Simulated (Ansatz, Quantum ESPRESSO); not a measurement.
# Al: work function by face, part 3 of 6

Which face of Al holds its electrons most tightly, and does packing explain the order?

Quantum ESPRESSO 7.5; plane-wave DFT, PBE, PseudoDojo norm-conserving pseudopotentials; geometry and cross-check by Ansatz 0.2.0 with PAW datasets.

So far. Step 2 (Relaxation with Ansatz of (111)):  Held were the atoms numbered 3; the forces quoted are those on the free ones. Step 6 (Potential by pp.x of (111)): On (111) the work function under LDA lies +0.16 eV from PBE's.

**7. Geometry from Ansatz of (100)**

Level of this step: plane-wave DFT, PBE, Ansatz PAW (Ansatz 0.2.0).

input.yaml reads:

```yaml
crystal:
  lattice:
    - [2.8637824638, 0.0, 0.0]
    - [0.0, 2.8637824638, 0.0]
    - [0.0, 0.0, 24.1]
  atoms:
    - { symbol: Al, position: [0.0, 0.0, 0.3319502075] }
    - { symbol: Al, position: [0.5, 0.5, 0.4159751037] }
    - { symbol: Al, position: [0.0, 0.0, 0.5] }
    - { symbol: Al, position: [0.5, 0.5, 0.5840248963] }
    - { symbol: Al, position: [0.0, 0.0, 0.6680497925] }
kpoints:
  mp_grid: { grid: [10, 10, 1] }
hamiltonian:
  xc: pbe
scf:
  occupations: { method: fermi_dirac, width: 0.1 }
  convergence: { dr2_threshold: 1.0e-08 }
efield:
  axis: 3
  dipole_correction: true
  ramp_position: 0.97
  ramp_width: 0.04
relax:
  f_tol: 0.01
  constraints: [{ sites: [2] }]
output:
  write_potential: true
  write_density: true
  volumetric_format: npy
```

Launch:

```sh
ansatz run input.yaml --threads 2 --pin off --max-ram 4096MiB --backend cpu --events-out ev --progress --plain --runs-dir out
```

Numbers of over 12 decimals in the logs are rounded to 6 here.

The program printed:

```text
[...]
Crystal: 5 atoms, lattice volume = 197.650 Å³
Basis set: ecut = 420 eV, 3877 PW (Γ), exchange–correlation on 40×40×324 points (8 copies of the dense FFT grid, shifted against one another)
Bands: 13, of which v1, the nominal top of the filled ones, is band 8 counted from 1 (7 counted from 0)
Symmetry: 8 space group operations
k-points: 21 of 100
[...]
SCF iter   1: F=—  HF=-2686.570259 eV  |F-HF|=—  |Δ(HF+E_count)|=         —  Δρ=1.27e-3  dr2=3.68e-2  ethr=1.77e-3  p=-0.000 e·Å  D=-2.22e-4 V/Å  ΔV_dip=0.01 eV  dr2_dipole=1.17e-5  V_vac-E_F(+/−)=4.09/4.09 eV  ⟨swp⟩=8.3  Hψ=2195  notcnv=0
[...]
SCF iter   7: F=-2686.568257 eV  HF=-2686.568257 eV  |F-HF|=1.22e-10  |Δ(HF+E_count)|=   1.34e-8  Δρ=2.06e-7  dr2=2.35e-10  ethr=6.67e-11  p=0.000 e·Å  D=1.69e-7 V/Å  ΔV_dip=-0.00 eV  dr2_dipole=4.21e-15  V_vac-E_F(+/−)=4.28/4.28 eV  ⟨swp⟩=9.2  Hψ=1693  notcnv=0
SCF 1 converged in 7 iterations: F = -2686.568257 eV  dr2 = 2.35e-10
[...]
relax step   1: F+E_penalty+E_count = -2686.56825672 eV  Δ(F+E_penalty+E_count) = +0.000e0 eV  max|allowed force component| = 1.042e-1 eV/Å  Δτ_max = 0.0000 Å  (7 SCF iters, accepted)
[...]
SCF iter   6: F=-2686.582018 eV  HF=-2686.582018 eV  |F-HF|=1.42e-8  |Δ(HF+E_count)|=   2.97e-7  Δρ=9.82e-7  dr2=3.78e-9  ethr=6.67e-11  p=-0.000 e·Å  D=-1.97e-7 V/Å  ΔV_dip=0.00 eV  dr2_dipole=6.56e-15  V_vac-E_F(+/−)=4.22/4.22 eV  ⟨swp⟩=8.3  Hψ=2000  notcnv=0
SCF 2 converged in 6 iterations: F = -2686.582018 eV  dr2 = 3.78e-9
[...]
relax step   2: F+E_penalty+E_count = -2686.58201775 eV  Δ(F+E_penalty+E_count) = -1.376e-2 eV  max|allowed force component| = 4.577e-2 eV/Å  Δτ_max = 0.1265 Å  (6 SCF iters, accepted)
SCF iter   1: F=—  HF=-2686.583998 eV  |F-HF|=—  |Δ(HF+E_count)|=         —  Δρ=6.35e-4  dr2=1.13e-2  ethr=9.94e-4  p=-0.000 e·Å  D=-2.18e-7 V/Å  ΔV_dip=0.00 eV  dr2_dipole=4.73e-12  V_vac-E_F(+/−)=4.24/4.24 eV  ⟨swp⟩=3.4  Hψ=885  notcnv=0  defer=5
[...]
SCF iter   6: F=-2686.583350 eV  HF=-2686.583350 eV  |F-HF|=2.46e-9  |Δ(HF+E_count)|=   6.48e-9  Δρ=4.97e-7  dr2=9.92e-10  ethr=6.67e-11  p=-0.000 e·Å  D=-1.36e-8 V/Å  ΔV_dip=0.00 eV  dr2_dipole=8.10e-15  V_vac-E_F(+/−)=4.24/4.24 eV  ⟨swp⟩=9.3  Hψ=1666  notcnv=0
SCF 3 converged in 6 iterations: F = -2686.583350 eV  dr2 = 9.92e-10
[...]
relax step   3: F+E_penalty+E_count = -2686.58335039 eV  Δ(F+E_penalty+E_count) = -1.333e-3 eV  max|allowed force component| = 1.034e-2 eV/Å  Δτ_max = 0.0341 Å  (6 SCF iters, accepted)
SCF iter   1: F=—  HF=-2686.583094 eV  |F-HF|=—  |Δ(HF+E_count)|=         —  Δρ=1.04e-4  dr2=3.69e-4  ethr=1.54e-5  p=-0.000 e·Å  D=-1.08e-8 V/Å  ΔV_dip=0.00 eV  dr2_dipole=1.90e-13  V_vac-E_F(+/−)=4.24/4.24 eV  ⟨swp⟩=2.1  Hψ=835  notcnv=0  defer=5
[...]
SCF iter   4: F=-2686.583401 eV  HF=-2686.583401 eV  |F-HF|=7.54e-9  |Δ(HF+E_count)|=   2.14e-7  Δρ=8.75e-7  dr2=2.27e-9  ethr=6.67e-11  p=-0.000 e·Å  D=-2.67e-8 V/Å  ΔV_dip=0.00 eV  dr2_dipole=2.90e-14  V_vac-E_F(+/−)=4.24/4.24 eV  ⟨swp⟩=8.7  Hψ=1906  notcnv=0
SCF 4 converged in 4 iterations: F = -2686.583401 eV  dr2 = 2.27e-9
[...]
relax step   4: F+E_penalty+E_count = -2686.58340073 eV  Δ(F+E_penalty+E_count) = -5.034e-5 eV  max|allowed force component| = 5.822e-4 eV/Å  Δτ_max = 0.0040 Å  (4 SCF iters, accepted)
NSCF: frozen V_eff on 21 k-points
[...]
WARN: The input density's exchange-correlation potential varies sharply where the density is thin. Do not read a vacuum level from v_tot or v_xc, or from such a field of the output density. On a cell that repeats whose density bears no net charge and no dipole along the vacuum's axis use v_es (v_loc + v_h of the components); under efield.dipole_correction with no amplitude use v_es + v_field, which holds any external [...]
SCF converged after 4 iterations
Free energy (F): -2686.583401 eV
[...]
Internal energy: -2686.507779 eV  (E = F + TS)
E sigma→0 (E₀):  -2686.545590 eV
Entropy (-TS):   -0.075622 eV (-15.124 meV/atom)
Fermi energy:    0.947860 eV
Dipole field:    D = 0.000000 V/Å  (p = 0.000000 e·Å, saw-weighted, corrected)
Work function:   Φ+ = 4.2377 eV   Φ− = 4.2377 eV
[...]
--- Forces (eV/Å), atoms counted from 1 ---
  atom   1  Al     0.00000000     0.00000000    -0.00058222
  atom   2  Al     0.00000000     0.00000000    -0.00021599
  atom   3  Al     0.00000000     0.00000000     0.00000013
  atom   4  Al    -0.00000000     0.00000000     0.00021595
  atom   5  Al    -0.00000000     0.00000000     0.00058211
  max |Σ_I F_I| component: 2.03e-8 eV/Å
--- Band table (eV; the first three rows and the last of 21) ---
  k-point 0: bands = [... 4 lower, -3.1679, -1.2951, 1.6663, 3.8349, 4.7994, 5.7753, 5.9044, 6.5491, ... 1 higher]
  k-point 1: bands = [... 4 lower, -2.9926, -1.1277, 1.8316, 3.9960, 4.0656, 4.8652, 4.9809, 5.9595, ... 1 higher]
  k-point 2: bands = [... 4 lower, -2.4691, -0.6272, 1.3017, 2.1341, 2.3719, 3.5032, 4.5351, 5.3339, ... 1 higher]
  k-point 20: bands = [... 4 lower, -0.3215, -0.2252, 0.4113, 0.5353, 0.5353, 0.8044, 1.9049, 2.1258, ... 1 higher]
--- Relaxed structure (4 steps of the walk, 4 accepted, 0 SCFs on fresh bases) ---
  F+E_penalty+E_count = -2686.58340073 eV   max|allowed force component| = 5.822e-4 eV/Å
  atoms:
    - { symbol: Al, position: [0, 0.0, 0.327955] }
    - { symbol: Al, position: [0.500000, 0.500000, 0.413244] }
    - { symbol: Al, position: [0.0, 0.0, 0.500000] }
    - { symbol: Al, position: [0.500000, 0.500000, 0.586756] }
    - { symbol: Al, position: [0, 0.0, 0.672045] }
```

The job ended after 7.2 s (2 threads of Intel Xeon Platinum 8375C at 2.90GHz (Ice Lake), shared host; peak memory 0.42 GiB).

The steps of the relaxation:

| step | energy less that of the first step (eV) | largest force component (eV/Å) |
| --- | --- | --- |
| 1 | 0.0000 | 0.1042 |
| 2 | -0.0138 | 0.0458 |
| 3 | -0.0151 | 0.0103 |
| 4 | -0.0151 | 0.0006 |

Forces are held to the 8 operations that the run works with; a distortion that breaks them can't arise in this run.

The atoms that moved most (Å):

| atom | dx | dy | dz | length |
| --- | --- | --- | --- | --- |
| Al5 | 0.000 | 0.000 | 0.096 | 0.096 |
| Al1 | 0.000 | 0.000 | -0.096 | 0.096 |
| Al4 | 0.000 | 0.000 | 0.066 | 0.066 |
| Al2 | 0.000 | 0.000 | -0.066 | 0.066 |

The relaxed structure:

```xyz
5
Lattice="2.8638 0.0000 0.0000 0.0000 2.8638 0.0000 0.0000 0.0000 24.1000" Properties=species:S:1:pos:R:3
Al    0.0000    0.0000    7.9037
Al    1.4319    1.4319    9.9592
Al    0.0000    0.0000   12.0500
Al    1.4319    1.4319   14.1408
Al    0.0000    0.0000   16.1963
```

The relaxation lowers the energy by 3 meV an atom. Held were the atoms numbered 3; the forces quoted are those on the free ones.

Numbers from this step:

| Item | Value |
| --- | --- |
| free energy | -2686.5834 eV |
| energy at zero smearing | -2686.5456 eV |
| smearing term TS | 0.07562 eV |
| Fermi energy | 0.9479 eV |
| symmetry operations | 8 |
| work function of the upper face | 4.238 eV |
| work function of the lower face | 4.238 eV |
| dipole along the normal | 2.23e-7 e·Å |

**8. SCF with pw.x of (100), PBE**

Level of this step: plane-wave DFT, PBE, PseudoDojo norm-conserving pseudopotentials (Quantum ESPRESSO 7.5).

100.pbe.in reads:

```
&control
  prefix = '100.pbe'
  outdir = './out'
  pseudo_dir = './pseudo'
  calculation = 'scf'
  tprnfor = .true.
/
&system
  ibrav = 0
  nat = 5
  ntyp = 1
  ecutwfc = 32
  ecutrho = 128
  occupations = 'smearing'
  smearing = 'mv'
  degauss = 0.02
/
&electrons
  conv_thr = 1e-07
  mixing_beta = 0.4
  electron_maxstep = 120
  mixing_mode = 'local-TF'
/
ATOMIC_SPECIES
  Al  26.9815  Al.dojo-sr-pbe-0.4.1-standard.upf
CELL_PARAMETERS angstrom
  2.86378246380000 0.00000000000000 0.00000000000000
  0.00000000000000 2.86378246380000 0.00000000000000
  0.00000000000000 0.00000000000000 24.10000000000000
ATOMIC_POSITIONS crystal
  Al  -0.000000000000 0.000000000000 0.327955496298
  Al  0.500000000000 0.500000000000 0.413243867320
  Al  0.000000000000 0.000000000000 0.500000000000
  Al  0.500000000000 0.500000000000 0.586756133931
  Al  -0.000000000000 0.000000000000 0.672044507030
K_POINTS automatic
  10 10 1 0 0 0
```

Launch:

```sh
OMP_NUM_THREADS=1 mpirun -n 2 pw.x -nk 2 -in 100.pbe.in > 100.pbe.out
```

The program printed:

```text
[banner, memory and clock lines left out]
Program PWSCF v.7.5 starts
[citation notice left out]

[...]
Message from routine setup:
[...]
bravais-lattice index     =            0
     lattice parameter (alat)  =       5.4118  a.u.
     unit-cell volume          =    1333.8092 (a.u.)^3
     number of atoms/cell      =            5
     number of atomic types    =            1
     number of electrons       =        15.00
     number of Kohn-Sham states=           12
     kinetic-energy cutoff     =      32.0000  Ry
     charge density cutoff     =     128.0000  Ry
     scf convergence threshold =      1.0E-07
     mixing beta               =       0.4000
     number of iterations used =            8  local-TF  mixing
     Exchange-correlation= PBE
                           (   1   4   3   4   0   0   0)

[...]
PseudoPot. # 1 for Al read from file:
     ./pseudo/Al.dojo-sr-pbe-0.4.1-standard.upf
     Pseudo is Norm-conserving + core correction, Zval =  3.0
     Generated using ONCVPSP code by D. R. Hamann
     Using radial grid of 1876 points,  6 beta functions with:
                l(1) =   0
                l(2) =   0
                l(3) =   1
                l(4) =   1
                l(5) =   2
                l(6) =   2

     atomic species   valence    mass     pseudopotential
     Al                3.00    26.98150     Al( 1.00)

     16 Sym. Ops., with inversion, found

[...]
number of k points=    21  Marzari-Vanderbilt smearing, width (Ry)=  0.0200
[...]
Dense  grid:    32657 G-vectors     FFT dimensions: (  20,  20, 180)

     Initial potential from superposition of free atoms

     starting charge      14.9878, renormalised to      15.0000

     negative rho (up, down):  2.602E-05 0.000E+00
     Starting wfcs are   20 randomized atomic wfcs

     per-process dynamical memory:    31.6 Mb

     Self-consistent Calculation

     iteration #  1     ecut=    32.00 Ry     beta= 0.40
     Davidson diagonalization with overlap
     ethr =  1.00E-02,  avg # of iterations =  3.2

     negative rho (up, down):  2.072E-08 0.000E+00

     total energy              =     -23.11443739 Ry
     estimated scf accuracy    <       0.26875685 Ry

     iteration #  2     ecut=    32.00 Ry     beta= 0.40
[...]
total energy              =     -23.08594114 Ry
     estimated scf accuracy    <       0.17004564 Ry

     iteration #  3     ecut=    32.00 Ry     beta= 0.40
[...]
total energy              =     -23.10339680 Ry
     estimated scf accuracy    <       0.01608040 Ry

     iteration #  4     ecut=    32.00 Ry     beta= 0.40
[...]
total energy              =     -23.10398901 Ry
     estimated scf accuracy    <       0.01373124 Ry

     iteration #  5     ecut=    32.00 Ry     beta= 0.40
[...]
total energy              =     -23.10424169 Ry
     estimated scf accuracy    <       0.00670461 Ry

     iteration #  6     ecut=    32.00 Ry     beta= 0.40
[...]
total energy              =     -23.10327632 Ry
     estimated scf accuracy    <       0.00367932 Ry

[...]
iteration # 11     ecut=    32.00 Ry     beta= 0.40
[...]
negative rho (up, down):  6.669E-05 0.000E+00

[...]
total energy              =     -23.10365560 Ry
     estimated scf accuracy    <       0.00000020 Ry

     iteration # 12     ecut=    32.00 Ry     beta= 0.40
[...]
negative rho (up, down):  1.177E-07 0.000E+00

[...]
total energy              =     -23.10365607 Ry
     estimated scf accuracy    <       0.00000043 Ry

     iteration # 13     ecut=    32.00 Ry     beta= 0.40
[...]
negative rho (up, down):  1.368E-05 0.000E+00

[...]
total energy              =     -23.10365630 Ry
     estimated scf accuracy    <       0.00000054 Ry

     iteration # 14     ecut=    32.00 Ry     beta= 0.40
[...]
End of self-consistent calculation

          k = 0.0000 0.0000 0.0000 (  4039 PWs)   bands (ev):

    -9.7733  -8.8958  -7.4689  -5.5418  -3.1788  -1.3093   1.6626   3.8390
     4.7807   5.7778   5.8289   6.8724

          k = 0.0000 0.1000 0.0000 (  4027 PWs)   bands (ev):

    -9.5932  -8.7167  -7.2912  -5.3657  -3.0034  -1.1416   1.8281   4.0005
     4.0650   4.8715   4.9625   6.0054

[...]
the Fermi energy is     0.9609 ev

!    total energy              =     -23.10365635 Ry
     estimated scf accuracy    <          3.0E-09 Ry
     smearing contrib. (-TS)   =      -0.00148604 Ry
     internal energy E=F+TS    =     -23.10217032 Ry

     The total energy is F=E-TS. E is the sum of the following terms:
     one-electron contribution =    -223.36929021 Ry
     hartree contribution      =     115.14993118 Ry
     xc contribution           =     -10.55175336 Ry
     ewald contribution        =      95.66894207 Ry

     convergence has been achieved in  14 iterations

     Forces acting on atoms (cartesian axes, Ry/au):

     atom    1 type  1   force =     0.00000000    0.00000000    0.00003065
     atom    2 type  1   force =     0.00000000    0.00000000   -0.00017769
     atom    3 type  1   force =     0.00000000    0.00000000    0.00000000
     atom    4 type  1   force =     0.00000000    0.00000000    0.00017769
     atom    5 type  1   force =     0.00000000    0.00000000   -0.00003065

     Total force =     0.000255     Total SCF correction =     0.000084
     SCF correction compared to forces is large: reduce conv_thr to get better values

[...]
```

It took 11 s on 2 MPI ranks; peak memory 0.18 GiB.

Numbers from this step:

| Quantity | Value |
| --- | --- |
| free energy | -314.3413 eV |
| Fermi energy | 0.9609 eV |

**9. Electrostatic potential of (100)**

100.pbe.pot.in reads:

```
&inputpp
  prefix = '100.pbe'
  outdir = './out'
  filplot = '100.pbe.pot.dat'
  plot_num = 11
/
```

Launch:

```sh
OMP_NUM_THREADS=1 mpirun -n 2 pp.x -in 100.pbe.pot.in > 100.pbe.pot.out
```

The program printed:

```text
[banner, memory and clock lines left out]
Program POST-PROC v.7.5 starts
[citation notice left out]

[...]
./out/100.pbe.save/

[...]
Calling punch_plot, plot_num =  11
     Writing data to file  100.pbe.pot.dat
     Message from routine chdens:
     namelist plot not found or invalid, exiting
```

Run time: 1.1 s. Hardware: 2 MPI ranks; peak memory 0.1 GiB; 1.9 s of CPU time.

This step gave:

| Quantity | Value |
| --- | --- |
| work function of the upper face | 4.224 eV |
| slope of the potential above | 4.81e-5 eV/Å |
| upper vacuum line continued to the top atoms, over the Fermi level | 4.224 eV |
| work function of the lower face | 4.224 eV |
| slope of the potential below | -1.20e-4 eV/Å |
| lower vacuum line continued to the bottom atoms, over the Fermi level | 4.224 eV |

Electrostatic potential energy of an electron; zero at the Fermi level. Potential energy, planar mean against z:

| z (Å) | potential energy, planar mean (eV) |
| --- | --- |
| 0.0 | 4.22 |
| 0.5 | 4.22 |
| 1.0 | 4.22 |
| 1.5 | 4.22 |
| 2.0 | 4.22 |
| 2.5 | 4.22 |
| 3.0 | 4.22 |
| 3.5 | 4.22 |
| 4.0 | 4.22 |
| 4.5 | 4.22 |
| 5.0 | 4.19 |
| 5.5 | 4.11 |
| 6.0 | 3.82 |
| 6.5 | 2.80 |
| 7.0 | -0.331 |
| 7.5 | -8.07 |
| 8.0 | -12.0 |
| 8.5 | -5.04 |
| 9.0 | -1.99 |
| 9.5 | -7.44 |
| 10.0 | -12.4 |
| 10.5 | -6.01 |
| 11.0 | -1.71 |
| 11.5 | -5.86 |
| 12.0 | -12.5 |
| 12.5 | -7.67 |
| 13.0 | -1.84 |
| 13.5 | -4.37 |
| 14.0 | -11.9 |
| 14.5 | -9.16 |
| 15.0 | -2.31 |
| 15.5 | -3.65 |
| 16.0 | -11.2 |
| 16.5 | -9.74 |
| 17.0 | -1.33 |
| 17.5 | 2.40 |
| 18.0 | 3.70 |
| 18.5 | 4.08 |
| 19.0 | 4.19 |
| 19.5 | 4.21 |
| 20.0 | 4.22 |
| 20.5 | 4.22 |
| 21.0 | 4.22 |
| 21.5 | 4.22 |
| 22.0 | 4.22 |
| 22.5 | 4.22 |
| 23.0 | 4.22 |
| 23.5 | 4.22 |

**10. Ground state of (100), LDA**

Level of this step: plane-wave DFT, LDA, PseudoDojo norm-conserving pseudopotentials (Quantum ESPRESSO 7.5).

100.lda.in is the input of step 8 with these lines changed:

```diff
@@ -1,3 +1,3 @@
 &control
-  prefix = '100.pbe'
+  prefix = '100.lda'
   outdir = './out'
@@ -24,3 +24,3 @@
 ATOMIC_SPECIES
-  Al  26.9815  Al.dojo-sr-pbe-0.4.1-standard.upf
+  Al  26.9815  Al.dojo-sr-lda-0.4.1-standard.upf
 CELL_PARAMETERS angstrom
```

Launch:

```sh
OMP_NUM_THREADS=1 mpirun -n 2 pw.x -nk 2 -in 100.lda.in > 100.lda.out
```

The program printed:

```text
[banner, memory and clock lines left out]
Program PWSCF v.7.5 starts
[...]
Message from routine setup:
[...]
number of electrons       =        15.00
     number of Kohn-Sham states=           12
     kinetic-energy cutoff     =      32.0000  Ry
     charge density cutoff     =     128.0000  Ry
[...]
number of k points=    21  Marzari-Vanderbilt smearing, width (Ry)=  0.0200
[...]
Dense  grid:    32657 G-vectors     FFT dimensions: (  20,  20, 180)
[...]
negative rho (up, down):  2.805E-05 0.000E+00
     Starting wfcs are   20 randomized atomic wfcs
[...]
estimated scf accuracy    <       0.28287438 Ry
[...]
estimated scf accuracy    <       0.17622296 Ry
[...]
estimated scf accuracy    <       0.01457125 Ry
[...]
estimated scf accuracy    <       0.01159304 Ry
[...]
estimated scf accuracy    <       0.00600173 Ry
[...]
estimated scf accuracy    <       0.00324837 Ry
[...]
negative rho (up, down):  1.128E-04 0.000E+00
[...]
estimated scf accuracy    <       0.00213521 Ry
[...]
negative rho (up, down):  6.158E-03 0.000E+00
[...]
estimated scf accuracy    <       0.00065322 Ry
[...]
negative rho (up, down):  1.817E-03 0.000E+00
[...]
estimated scf accuracy    <       0.00014765 Ry
[...]
negative rho (up, down):  1.503E-04 0.000E+00
[...]
estimated scf accuracy    <       0.00016965 Ry
[...]
negative rho (up, down):  9.045E-05 0.000E+00
[...]
estimated scf accuracy    <       0.00000368 Ry
[...]
negative rho (up, down):  2.327E-05 0.000E+00
[...]
estimated scf accuracy    <       0.00000201 Ry
[...]
negative rho (up, down):  1.395E-05 0.000E+00
[...]
estimated scf accuracy    <       0.00000198 Ry
[...]
the Fermi energy is     0.7895 ev
!    total energy              =     -23.54132387 Ry
     estimated scf accuracy    <       0.00000007 Ry
     smearing contrib. (-TS)   =      -0.00147684 Ry
     internal energy E=F+TS    =     -23.53984703 Ry
[...]
one-electron contribution =    -223.57313354 Ry
     hartree contribution      =     115.19533595 Ry
     xc contribution           =     -10.83099151 Ry
     ewald contribution        =      95.66894207 Ry
     convergence has been achieved in  14 iterations
[...]
Total force =     0.009207     Total SCF correction =     0.000443
[...]
```

Elapsed: 11 s, on 2 MPI ranks; peak memory 0.17 GiB.

Read from the output:

| Property | Result |
| --- | --- |
| free energy | -320.2960 eV |
| Fermi energy | 0.7895 eV |

**11. Potential by pp.x of (100)**

100.lda.pot.in reads:

```
&inputpp
  prefix = '100.lda'
  outdir = './out'
  filplot = '100.lda.pot.dat'
  plot_num = 11
/
```

Launch:

```sh
OMP_NUM_THREADS=1 mpirun -n 2 pp.x -in 100.lda.pot.in > 100.lda.pot.out
```

Wall time 1.1 s (2 MPI ranks); peak memory 0.1 GiB.

Numbers from this step:

- work function of the upper face: 4.366 eV
- slope of the potential above: 1.90e-4 eV/Å
- upper vacuum line continued to the top atoms, over the Fermi level: 4.365 eV
- work function of the lower face: 4.366 eV
- slope of the potential below: -1.33e-4 eV/Å
- lower vacuum line continued to the bottom atoms, over the Fermi level: 4.366 eV

On (100) the work function under LDA lies +0.14 eV from PBE's.

(Part 3 of 6 ends here.)

[Logs are printed without paths, hosts, clocks, repeated set-up lines and the standing remarks that a program may print on its own settings, such as how far it seeks lower states.]

[Hosts, paths, dates, database ids (printed as entryN), source tags and the programs' standing remarks are cut or masked in the printed files.]

[Maps of the electrostatic potential energy from Ansatz leave out the sawtooth potential of an applied field or a dipole correction, so their vacuum need not be flat; planar profiles and work functions include it.]
